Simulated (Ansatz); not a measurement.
Two G0W0 runs on BaIBr (Pnma).

It takes space group Pnma (No. 62, orthorhombic). The conventional cell has a = 8.814 Å, b = 5.124 Å, c = 10.192 Å, α = 90.00°, β = 90.00°, γ = 90.00°. Nearest to Ba lie 4 Br at 3.31 to 3.34 Å and 5 I at 3.67 to 3.76 Å. Nearest to I lie 5 Ba at 3.67 to 3.76 Å. Br has 4 Ba at 3.31 to 3.34 Å nearest. Farther neighbours and most contacts between anions are not listed.

```xyz
12
Lattice="8.8145 0.0000 0.0000 0.0000 5.1243 0.0000 0.0000 0.0000 10.1917" Properties=species:S:1:pos:R:3 pbc="T T T"
Ba    6.4242    1.2811    3.8233
Ba    2.3903    3.8432    6.3684
Ba    6.7975    3.8432    8.9191
Ba    2.0170    1.2811    1.2726
I     4.1570    1.2811    8.4772
I     4.6575    3.8432    1.7145
I     0.2502    3.8432    3.3814
I     8.5642    1.2811    6.8103
Br    7.5493    1.2811    0.6796
Br    1.2651    3.8432    9.5120
Br    5.6724    3.8432    5.7755
Br    3.1421    1.2811    4.4162
```

The cell and positions are those that the Materials Project relaxed with its own functionals (PBE, PBE+U or r2SCAN), kept fixed. Spin-orbit coupling is left out unless a run names it. PAW set soft_2, made with PBE.

The first (Ansatz 0.2.0; start r2SCAN, 2×4×2 mesh, 225 empty bands, screening to 36 eV; 1 × NVIDIA GB200 with 32 threads of Arm Neoverse V2, shared host) gave, on its mesh: starting gap 3.99 eV, G0W0 gap 5.23 eV, RPA ε∞ (mean) 3.40, 9.5 s.

The second gave: starting gap 3.99 eV, G0W0 gap 5.36 eV, RPA ε∞ (mean) 3.38, 18 s.

What was changed in the input? Choose among start, files, mesh, bands and cutoff, frequency model or another key.

Changed: empty bands from 225 to 638 and screening cutoff (eV) from 36 to 72. The starting gap stayed, which rules out the functional and points to the GW step. Other changes could give like numbers; this is the one that was made.

Limits: not at the basis limit; no spin-orbit coupling.

[Paths, hosts, dates, memory and timing lines, banners, echoed tables and standing remarks are left out of the program output.]

[Logs are printed without paths, hosts, clocks, repeated set-up lines and the standing remarks that a program may print on its own settings, such as how far it seeks lower states.]

[Runs of the session that timed out or met a known fault of the program may be left out.]

[Cells called generated may have been cut or substituted from an entry of the Crystallography Open Database or the Materials Project.]

[Hosts, paths, dates, database ids (printed as entryN), source tags and the programs' standing remarks are cut or masked in the printed files.]
